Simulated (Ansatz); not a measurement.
# ZnAg (Pm-3m): phonons and vibrational spectra

Wanted: phonon frequencies of ZnAg (Pm-3m) and what follows from them.

Program: Ansatz 0.2.0. Level of theory: DFT PBEsol, scalar-relativistic, plane waves, PAW; PAW set soft_1. Results are calculated unless marked as measured.

### 1. Set-up

The structure is cubic, space group Pm-3m (No. 221). Conventional cell: a = 3.156 Å, b = 3.156 Å, c = 3.156 Å, α = 90.00°, β = 90.00°, γ = 90.00°. Zn has 8 Ag at 2.73 Å nearest. Nearest to Ag lie 8 Zn at 2.73 Å. Farther neighbours are not listed.

As a file:

```cif
data_structure
_symmetry_space_group_name_H-M 'P 1'
_symmetry_Int_Tables_number 1
_cell_length_a 3.1560
_cell_length_b 3.1560
_cell_length_c 3.1560
_cell_angle_alpha 90.000
_cell_angle_beta 90.000
_cell_angle_gamma 90.000
_cell_volume 31.43
loop_
_atom_site_label
_atom_site_type_symbol
_atom_site_fract_x
_atom_site_fract_y
_atom_site_fract_z
_atom_site_occupancy
Zn1 Zn 0.50000 0.50000 0.50000 1
Ag2 Ag 0.00000 0.00000 0.00000 1
```

### 2. Relaxation

Harmonic phonons are second derivatives at a point where the forces vanish, and they are wanted at zero stress, so atoms and cell are relaxed first.

input.yaml

```yaml
crystal:
  lattice:
    - [3.156, 0.0, 0.0]
    - [0.0, 3.156, 0.0]
    - [0.0, 0.0, 3.156]
  atoms:
    - { symbol: Zn, position: [0.5, 0.5, 0.5] }
    - { symbol: Ag, position: [0.0, 0.0, 0.0] }
kpoints:
  mp_grid: { grid: [14, 14, 14] }
hamiltonian:
  xc: pbesol
  pseudopotentials: { kind: paw, azcp: { folder: soft_1 }, xc_functional: pbe }
scf:
  occupations: { method: gaussian, width: 0.1 }
output:
  forces: true
  stress: true
  eigenvalues: true
  write_density: true
  write_potential: true
  elf: true
  volumetric_format: npy
relax:
  adjacent_minimum: "off"
  f_tol: 0.005
  max_steps: 80
  cell: { stress_tol: 0.05 }
```

The run is started by

```
$ ansatz run input.yaml --threads 4 --pin off --max-ram 10240MiB --backend cpu --events-out ev --progress --plain --runs-dir out
```

Numbers of over 12 decimals in the logs are rounded to 6 here.

The log of the run:

```text
Engine: ansatz 0.2.0, aarch64-unknown-linux-gnu
Pseudopotentials: kind: paw
Pseudopotential: Zn, paw, valence charge 12, recommended cutoff 420 eV (normal), soft_1/Zn.paw.azcp
Pseudopotential: Ag, paw, valence charge 19, recommended cutoff 420 eV (normal), soft_1/Ag.paw.azcp
Functional definition: PBEsol
  exchange = pbesol_x
  correlation = pbesol_c
Crystal: 2 atoms, lattice volume = 31.435 Å³
Basis set: ecut = 420 eV, 619 PW (Γ), exchange–correlation on 48×48×48 points (8 copies of the dense FFT grid, shifted against one another)
Bands: 20, of which v1, the nominal top of the filled ones, is band 16 counted from 1 (15 counted from 0)
Symmetry: 48 space group operations
Space group: Pm-3m (ITA 221), of the structure as read, at distance tolerance 3.2e-5 Å
k-points: 120 of 2744
Non-local potential: Zn, projectors of the file, l = 0: 2, l = 1: 2, l = 2: 3, l = 3: 1
Non-local potential: Ag, projectors of the file, l = 0: 3, l = 1: 2, l = 2: 2, l = 3: 1
PAW form: soft (Blöchl's): semilocal exchange-correlation on the pseudo side does not see the compensation charge
PAW frozen core: Zn, regenerated for the run's functional, and the local potential with it (the file was generated under x = pbe(κ = 0.804, μ = 0.219515), c = pbe(β = 0.066725))
PAW frozen core: Ag, regenerated for the run's functional, and the local potential with it (the file was generated under x = pbe(κ = 0.804, μ = 0.219515), c = pbe(β = 0.066725))
PAW one-centre angular grid: Zn, 590 points (default); XC on 64 Gauss nodes
PAW one-centre angular grid: Ag, 590 points (default); XC on 64 Gauss nodes
Initial density: superposition of atomic densities (chi_scale 0.1, normalization cell, long waves kept (reshape's long-wave potential 0.00 eV rms))
Initial wavefunctions: pseudopotential atomic-orbital guess
Functional: x = pbesol(κ = 0.804, μ = 0.123457), c = pbesol(β = 0.046)
SCF iter   1: F=—  HF=-10804.259118 eV  |F-HF|=—  |Δ(HF+E_count)|=         —  Δρ=1.02e-1  dr2=3.84e0  ethr=3.10e-3  ⟨swp⟩=5.0  Hψ=11183  notcnv=0
preconditioner: auto → none  [metal: Δε(μ)=0.071 eV  Ē_g=12.262 eV  σ=0.100 eV  W_gap=0.38  n_scr=6 (ndim 8)  ℏωp=31.8 eV  f_vac=0.000  D(μ)=0.41/eV (n_scr^D=0)  sad-step TF]
SCF iter   2: F=—  HF=-10803.687610 eV  |F-HF|=—  |Δ(HF+E_count)|=   5.72e-1  Δρ=5.93e-2  dr2=1.44e0  ethr=3.10e-3  ⟨swp⟩=2.4  Hψ=4279  notcnv=0  defer=52
SCF iter   3: F=—  HF=-10803.338361 eV  |F-HF|=—  |Δ(HF+E_count)|=   3.49e-1  Δρ=1.09e-2  dr2=2.84e-2  ethr=3.10e-3  ⟨swp⟩=2.1  Hψ=3523  notcnv=0  defer=52
SCF iter   4: F=—  HF=-10803.334302 eV  |F-HF|=—  |Δ(HF+E_count)|=   4.06e-3  Δρ=7.08e-3  dr2=8.22e-3  ethr=9.17e-5  ⟨swp⟩=2.0  Hψ=5219  notcnv=0  defer=53
SCF iter   5: F=—  HF=-10803.330380 eV  |F-HF|=—  |Δ(HF+E_count)|=   3.92e-3  Δρ=7.11e-4  dr2=5.92e-5  ethr=2.65e-5  ⟨swp⟩=2.0  Hψ=4037  notcnv=0  defer=53
SCF iter   6: F=—  HF=-10803.330451 eV  |F-HF|=—  |Δ(HF+E_count)|=   7.17e-5  Δρ=9.44e-5  dr2=3.02e-6  ethr=1.91e-7  ⟨swp⟩=2.8  Hψ=4237  notcnv=0  defer=53
SCF iter   7: F=-10803.330451 eV  HF=-10803.330451 eV  |F-HF|=1.67e-9  |Δ(HF+E_count)|=   6.15e-7  Δρ=4.70e-6  dr2=2.92e-9  ethr=3.23e-10  ⟨swp⟩=8.5  Hψ=15952  notcnv=0
SCF 1 converged in 7 iterations: F = -10803.330451 eV  dr2 = 2.92e-9
  greatest PAW one-centre occupation: 1.001 electrons in one spin orbital (limit 2), on the Ag atom at site 1 (counted from 0), in its partial waves of l = 0
relax step   1: F+E_penalty+E_count = -10803.33045068 eV  Δ(F+E_penalty+E_count) = +0.000e0 eV  max|allowed force component| = 3.425e-29 eV/Å  Δτ_max = 0.0000 Å  P = -3.959 GPa  Ω = 31.435 Å³  (7 SCF iters, dr2 threshold 1.00e-7 eV, accepted)
Crystal: 2 atoms, lattice volume = 29.966 Å³
Basis set: ecut = 420 eV, 587 PW (Γ), exchange–correlation on 48×48×48 points (8 copies of the dense FFT grid, shifted against one another)
Initial density: handed on by an earlier stage of this run
Initial wavefunctions: those handed on with the density
iter 1 solved again at ethr=4.52e-5 eV; its pass at ethr=3.10e-3 eV (dr2=1.40e-2 eV) is discarded
SCF iter   1: F=—  HF=-10803.349311 eV  |F-HF|=—  |Δ(HF+E_count)|=         —  Δρ=5.95e-3  dr2=1.42e-2  ethr=4.52e-5  ⟨swp⟩=1.0  Hψ=12705  notcnv=0
preconditioner: auto → none  [insulator: Δε(μ)=0.127 eV  Ē_g=13.061 eV  σ=0.100 eV  W_gap=0.57  n_scr=6 (ndim 8)  ℏωp=32.5 eV  f_vac=0.000  D(μ)=0.30/eV (n_scr^D=0)  ε∞_Penn≈7.2]
SCF iter   2: F=—  HF=-10803.347103 eV  |F-HF|=—  |Δ(HF+E_count)|=   2.21e-3  Δρ=5.00e-3  dr2=5.97e-3  ethr=4.52e-5  ⟨swp⟩=2.4  Hψ=4428  notcnv=0
SCF iter   3: F=—  HF=-10803.345470 eV  |F-HF|=—  |Δ(HF+E_count)|=   1.63e-3  Δρ=9.40e-4  dr2=1.37e-4  ethr=1.93e-5  ⟨swp⟩=2.3  Hψ=4097  notcnv=0
SCF iter   4: F=—  HF=-10803.345450 eV  |F-HF|=—  |Δ(HF+E_count)|=   1.96e-5  Δρ=4.69e-4  dr2=3.66e-5  ethr=4.42e-7  ⟨swp⟩=2.1  Hψ=3956  notcnv=0
SCF iter   5: F=—  HF=-10803.345442 eV  |F-HF|=—  |Δ(HF+E_count)|=   8.17e-6  Δρ=7.58e-5  dr2=6.35e-7  ethr=1.18e-7  ⟨swp⟩=2.4  Hψ=3887  notcnv=0
SCF iter   6: F=-10803.345443 eV  HF=-10803.345443 eV  |F-HF|=1.61e-8  |Δ(HF+E_count)|=   7.41e-7  Δρ=1.71e-5  dr2=4.83e-8  ethr=6.45e-10  ⟨swp⟩=9.6  Hψ=16182  notcnv=0
SCF 2 converged in 6 iterations: F = -10803.345443 eV  dr2 = 4.83e-8
relax step   2: F+E_penalty+E_count = -10803.34544273 eV  Δ(F+E_penalty+E_count) = -1.499e-2 eV  max|allowed force component| = 5.325e-30 eV/Å  Δτ_max = 0.0000 Å  P = +1.187 GPa  Ω = 29.966 Å³  energy of the carried Pulay correction = +1.046e-3 eV  (6 SCF iters, dr2 threshold 2.00e-7 eV, accepted)
Crystal: 2 atoms, lattice volume = 30.293 Å³
iter 1 solved again at ethr=1.83e-6 eV; its pass at ethr=3.10e-3 eV (dr2=5.67e-4 eV) is discarded
SCF iter   1: F=—  HF=-10803.346508 eV  |F-HF|=—  |Δ(HF+E_count)|=         —  Δρ=1.36e-3  dr2=7.56e-4  ethr=1.83e-6  ⟨swp⟩=2.0  Hψ=12594  notcnv=0
preconditioner: auto → none  [insulator: Δε(μ)=0.103 eV  Ē_g=13.019 eV  σ=0.100 eV  W_gap=0.50  n_scr=6 (ndim 8)  ℏωp=32.4 eV  f_vac=0.000  D(μ)=0.32/eV (n_scr^D=0)  ε∞_Penn≈7.2]
SCF iter   2: F=—  HF=-10803.346395 eV  |F-HF|=—  |Δ(HF+E_count)|=   1.13e-4  Δρ=1.15e-3  dr2=3.19e-4  ethr=1.83e-6  ⟨swp⟩=2.0  Hψ=4133  notcnv=0
SCF iter   3: F=—  HF=-10803.346307 eV  |F-HF|=—  |Δ(HF+E_count)|=   8.80e-5  Δρ=2.18e-4  dr2=7.83e-6  ethr=1.03e-6  ⟨swp⟩=2.0  Hψ=3124  notcnv=0
SCF iter   4: F=—  HF=-10803.346295 eV  |F-HF|=—  |Δ(HF+E_count)|=   1.19e-5  Δρ=1.12e-4  dr2=2.14e-6  ethr=2.52e-8  ⟨swp⟩=2.1  Hψ=3894  notcnv=0
SCF iter   5: F=-10803.346295 eV  HF=-10803.346295 eV  |F-HF|=3.58e-8  |Δ(HF+E_count)|=   5.17e-7  Δρ=1.66e-5  dr2=3.20e-8  ethr=6.45e-10  ⟨swp⟩=6.2  Hψ=15247  notcnv=0
SCF 3 converged in 5 iterations: F = -10803.346295 eV  dr2 = 3.20e-8
relax step   3: F+E_penalty+E_count = -10803.34629473 eV  Δ(F+E_penalty+E_count) = -8.520e-4 eV  max|allowed force component| = 2.958e-30 eV/Å  Δτ_max = 0.0000 Å  P = -0.102 GPa  Ω = 30.293 Å³  energy of the carried Pulay correction = +8.073e-4 eV  (5 SCF iters, dr2 threshold 2.00e-7 eV, accepted)
[...]
relax step   4: F+E_penalty+E_count = -10803.34632209 eV  Δ(F+E_penalty+E_count) = -2.736e-5 eV  max|allowed force component| = 9.335e-30 eV/Å  Δτ_max = 0.0000 Å  P = -0.002 GPa  Ω = 30.267 Å³  energy of the carried Pulay correction = +8.263e-4 eV  (4 SCF iters, dr2 threshold 2.60e-8 eV, accepted)
Initial wavefunctions: pseudopotential atomic-orbital guess (no wavefunctions were taken with the density)
iter 1 solved again at ethr=7.50e-7 eV; its pass at ethr=3.10e-3 eV (dr2=2.32e-4 eV) is discarded
SCF iter   1: F=—  HF=-10803.345449 eV  |F-HF|=—  |Δ(HF+E_count)|=         —  Δρ=1.30e-4  dr2=1.67e-6  ethr=7.50e-7  ⟨swp⟩=3.0  Hψ=17362  notcnv=0
preconditioner: auto → none  [insulator: Δε(μ)=0.106 eV  Ē_g=13.017 eV  σ=0.100 eV  W_gap=0.51  n_scr=6 (ndim 8)  ℏωp=32.4 eV  f_vac=0.000  D(μ)=0.32/eV (n_scr^D=0)  ε∞_Penn≈7.2]
SCF iter   2: F=—  HF=-10803.345441 eV  |F-HF|=—  |Δ(HF+E_count)|=   7.80e-6  Δρ=1.37e-4  dr2=2.44e-6  ethr=5.38e-9  ⟨swp⟩=2.0  Hψ=3946  notcnv=0
SCF iter   3: F=—  HF=-10803.345442 eV  |F-HF|=—  |Δ(HF+E_count)|=   9.13e-7  Δρ=1.09e-4  dr2=1.98e-6  ethr=5.38e-9  ⟨swp⟩=2.0  Hψ=3747  notcnv=0
SCF iter   4: F=—  HF=-10803.345441 eV  |F-HF|=—  |Δ(HF+E_count)|=   1.02e-6  Δρ=1.31e-5  dr2=4.03e-8  ethr=5.38e-9  ⟨swp⟩=2.0  Hψ=3633  notcnv=0
SCF iter   5: F=—  HF=-10803.345441 eV  |F-HF|=—  |Δ(HF+E_count)|=   9.02e-9  Δρ=3.00e-6  dr2=1.22e-9  ethr=1.30e-10  ⟨swp⟩=2.4  Hψ=3565  notcnv=0
SCF iter   6: F=-10803.345441 eV  HF=-10803.345441 eV  |F-HF|=0.00e0  |Δ(HF+E_count)|=  2.58e-10  Δρ=4.03e-7  dr2=1.87e-11  ethr=1.00e-12  ⟨swp⟩=4.4  Hψ=11900  notcnv=0
SCF 5 converged in 6 iterations: F = -10803.345441 eV  dr2 = 1.87e-11
relax step   5: F+E_penalty+E_count = -10803.34544134 eV  Δ(F+E_penalty+E_count) = +8.807e-4 eV  max|allowed force component| = 8.940e-30 eV/Å  Δτ_max = 0.0000 Å  P = +0.007 GPa  Ω = 30.267 Å³  stress off target by 7.33e-3 GPa  SCF on the basis re-selected at this cell (its energy is not comparable with the rows above)  (6 SCF iters)
basis re-selected at this cell: Δ(F+E_penalty+E_count) = +8.807e-4 eV, ΔP = +0.009 GPa vs the last step (what re-selecting the basis moved, of the pressure what is left beyond the Pulay correction that the steps carried, after the strain that the cell walked since its last selection, with what the two solves' SCF thresholds leave and, on support functions, any second-order correction that the steps lacked; it is no m [...]
SCF converged after 6 iterations
Free energy (F): -10803.345441 eV
Harris-Foulkes:  -10803.345441 eV  (|F-HF|=0.00e0)
Internal energy: -10803.343848 eV  (E = F + TS)
E sigma→0 (E₀):  -10803.344645 eV
Entropy (-TS):   -0.001593 eV (-0.797 meV/atom)
Fermi energy:    15.567376 eV
--- Per-component energies (eV) ---
  E_band       = -179.470620
  E_kinetic    = 615.037124
  E_local      = -3791.909130  (includes V_loc(G=0)·N_el)
  E_nonlocal   = 853.024893
  E_hartree    = 1656.724225
  E_xc         = -236.782566
  E_vxc        = -253.553181  (∫ρ·V_xc dr)
  E_paw        = -5745.454702  (= ΣΔE_a)
  E_vpaw       = -915.518901  (= ΣTr[D̂ρ^β])
  E_aug_tail   = 0.000094  (compensation charges beyond the density's cutoff)
  E_ewald      = -4155.103883
  E_core_change = 1.120096  (= ΣΔE_core)
  E_smearing   = -0.001593  (= −TS)
  E_closure    = 0.000000  (closes the sum)
  Σ components = -10803.345441   (vs F -10803.345441, Δ=0.00e0)
--- Forces (eV/Å), atoms counted from 1 ---
  atom   1  Zn     0.00000000    -0.00000000     0.00000000
  atom   2  Ag     0.00000000     0.00000000    -0.00000000
  max |Σ_I F_I| component: 1.58e-29 eV/Å
--- Stress (GPa, compression-positive) ---
        0.007332       0.000000      -0.000000
        0.000000       0.007332       0.000000
       -0.000000       0.000000       0.007332
  P = ⅓ Tr σ = 0.0073 GPa (0.073 kbar)
--- Band table (eV; the first three rows and the last of 120) ---
  k-point 0: bands = [... 12 lower, 11.1760, 11.1760, 11.1760, 20.8999, 20.8999, 20.8999, 26.2787, 26.8096]
  k-point 1: bands = [... 12 lower, 11.1265, 11.1265, 11.1684, 20.1976, 21.0494, 21.0494, 26.4608, 26.7980]
  k-point 2: bands = [... 12 lower, 10.9918, 10.9918, 11.1470, 18.7358, 21.4844, 21.4844, 26.5562, 26.7633]
  k-point 119: bands = [... 12 lower, 11.5846, 11.5846, 17.3254, 19.6627, 19.6627, 19.6627, 20.3885, 20.3885]
--- Relaxed structure (4 steps of the walk, 4 accepted, 1 SCFs on fresh bases) ---
  F+E_penalty+E_count = -10803.34544134 eV   max|allowed force component| = 8.940e-30 eV/Å   (the final SCF, on the basis selected at the relaxed cell)
  cell:  # Å, volume = 30.2666 Å³
    - [3.116411, 0, 0.0]
    - [0, 3.116411, 0.0]
    - [0, 0.0, 3.116411]
  atoms:
    - { symbol: Zn, position: [0.500000, 0.500000, 0.500000] }
    - { symbol: Ag, position: [0, 0, 0] }
```

The job ended after 6.4 s (4 threads of Arm Neoverse V1, shared host; peak memory 0.39 GiB; 23 s of CPU time).

Step by step:

```csv
step,energy less that of the first step (eV),largest force component (eV/Å),pressure (GPa),volume (Å³)
1,0.0000,0.0000,-3.96,31.43
2,-0.0150,0.0000,1.19,29.97
3,-0.0158,0.0000,-0.10,30.29
4,-0.0159,0.0000,0.00,30.27
5*,-0.0150,0.0000,0.01,30.27
```

Relaxation steps marked * repeat the geometry before them on a plane-wave basis chosen anew for their cell, so energy and pressure can jump there.

The run keeps the 48 symmetry operations that it works with, so distortions that break them were not tested.

```csv
"conventional cell, symmetrised",before,after,change
a (Å),3.156,3.116,-1.3 %
b (Å),3.156,3.116,-1.3 %
c (Å),3.156,3.116,-1.3 %
volume (Å³/atom),15.72,15.13,-3.7 %
```

The relaxed structure:

```xyz
2
Lattice="3.1164 0.0000 0.0000 0.0000 3.1164 0.0000 0.0000 0.0000 3.1164" Properties=species:S:1:pos:R:3 pbc="T T T"
Zn    1.5582    1.5582    1.5582
Ag    0.0000    0.0000    0.0000
```

Numbers from this step:

* pressure: 0.007332 GPa
* volume per atom: 15.13 Å³
* gap on the k-mesh: 0 eV

ELF in the ac plane at fractional y = 0.000, with atoms of Ag within 0.2 Å of it. It is the smooth field of the valence electrons, not physical close to the nuclei.

Ten even steps from '0' (0.18) to '9' (0.88):
```
8754310000013457
6543200000002345
4432100000001234
3321000010000123
1100000111000001
0000001111100000
0000011111110000
0000111111111000
0000011111110000
0000001111100000
1100000111000001
3321000010000123
4432100000001234
6543200000002345
8754310000013457
9864310000013468
```
Columns run along a (3.1 Å), rows up along c (3.1 Å). Atoms in or near the plane, at fractional coordinates: Ag at (0.00, 0.00).

Valence density in the ac plane at fractional y = 0.000, with atoms of Ag within 0.2 Å of it. It is the smooth field of the valence electrons, not physical close to the nuclei.

Ten even steps from '0' (0 e/Å³) to '9' (23 e/Å³):
```
8742000000000247
5421000000000124
2210000000000012
0000000000000000
0000000000000000
0000000000000000
0000000000000000
0000000000000000
0000000000000000
0000000000000000
0000000000000000
0000000000000000
2210000000000012
5421000000000124
8742000000000247
9852000000000258
```
Columns run along a (3.1 Å), rows up along c (3.1 Å). Atoms in or near the plane, at fractional coordinates: Ag at (0.00, 0.00).

Electrostatic potential energy in the ac plane at fractional y = 0.000, with atoms of Ag within 0.2 Å of it. With pseudopotentials it is smooth inside the atoms' cores, unlike the true potential.

Ten even steps from '_' (-15 eV) to '@' (17 eV):
```
##++..__..++%%@@@@@@%%++..__..++
::..____::##@@@@@@@@@@##::____..
______..++%%@@@@@@@@@@%%++..____
....::++##@@@@@@@@@@@@@@##++::..
++++##%%@@@@@@@@@@@@@@@@@@%%##++
%%%%@@@@@@@@@@@@@@@@@@@@@@@@@@%%
@@@@@@@@@@@@@@@@@@@@@@@@@@@@@@@@
@@@@@@@@@@@@@@@@@@@@@@@@@@@@@@@@
@@@@@@@@@@@@@@@@@@@@@@@@@@@@@@@@
%%%%@@@@@@@@@@@@@@@@@@@@@@@@@@%%
++++##%%@@@@@@@@@@@@@@@@@@%%##++
....::++##@@@@@@@@@@@@@@##++::..
______..++%%@@@@@@@@@@%%++..____
::..____::##@@@@@@@@@@##::____..
##++..__..++%%@@@@@@%%++..__..++
@@##::__..++%%@@@@@@%%++..__::##
```
Columns run along a (3.1 Å; values clipped at the 3rd and 97th percentile), rows up along c (3.1 Å). Atoms in or near the plane, at fractional coordinates: Ag at (0.00, 0.00).

In this step the volume went from 15.72 to 15.13 Å³/atom.

### 3. Tight relaxation

Phonons need a cell at rest on their own settings, so the relaxation is repeated with tight tolerances on forces and stress on the k mesh and occupations of the first response run.

input.yaml

```yaml
crystal:
  lattice:
    - [3.1164108941, 0.0, 0.0]
    - [0.0, 3.1164108941, 0.0]
    - [0.0, 0.0, 3.1164108941]
  atoms:
    - { symbol: Zn, position: [0.5, 0.5, 0.5] }
    - { symbol: Ag, position: [0.0, 0.0, 0.0] }
kpoints:
  mp_grid: { grid: [16, 16, 16] }
hamiltonian:
  xc: pbesol
  pseudopotentials: { kind: paw, azcp: { folder: soft_1 }, xc_functional: pbe }
scf:
  occupations: { method: methfessel_paxton, width: 0.2 }
output:
  forces: true
  stress: true
  eigenvalues: true
relax:
  adjacent_minimum: "off"
  f_tol: 0.001
  max_steps: 60
  cell: { stress_tol: 0.01 }
```

The log of the run:

```text
[...]
Crystal: 2 atoms, lattice volume = 30.267 Å³
Basis set: ecut = 420 eV, 619 PW (Γ), exchange–correlation on 48×48×48 points (8 copies of the dense FFT grid, shifted against one another)
Bands: 20, of which v1, the nominal top of the filled ones, is band 16 counted from 1 (15 counted from 0)
Symmetry: 48 space group operations
[...]
k-points: 165 of 4096
[...]
k-point 164: bands = [... 12 lower, 11.5709, 11.5709, 17.3099, 19.6477, 19.6477, 19.6477, 20.3724, 20.3724]
--- Relaxed structure (3 steps of the walk, 3 accepted, 1 SCFs on fresh bases) ---
[...]
cell:  # Å, volume = 30.2871 Å³
    - [3.117112, 0, 0]
    - [0, 3.117112, 0]
    - [0, 0, 3.117112]
  atoms:
    - { symbol: Zn, position: [0.5, 0.5, 0.5] }
    - { symbol: Ag, position: [0, 0, 0] }
[key lines of the parts left out:]
SCF converged after 6 iterations
Free energy (F): -10803.341188 eV
Fermi energy:    15.500406 eV
P = ⅓ Tr σ = -0.0002 GPa (-0.002 kbar)
```

The job ended after 6 s (4 threads; peak memory 0.41 GiB; 22 s of CPU time).

Little changed from the start: no atom moved by 0.005 Å and no cell edge by 0.1 %.

Numbers from this step:

```yaml
pressure: -2.50e-4 GPa
volume_per_atom: 15.14 Å³
```

The forces vanish by symmetry and the pressure is 0.000 GPa, within the tolerances set. The cell now holds 15.14 Å³/atom.

(Continued in part 2 of 2.)

[Logs are printed without paths, hosts, clocks, repeated set-up lines and the standing remarks that a program may print on its own settings, such as how far it seeks lower states.]

[Hosts, paths, dates, database ids (printed as entryN), source tags and the programs' standing remarks are cut or masked in the printed files.]
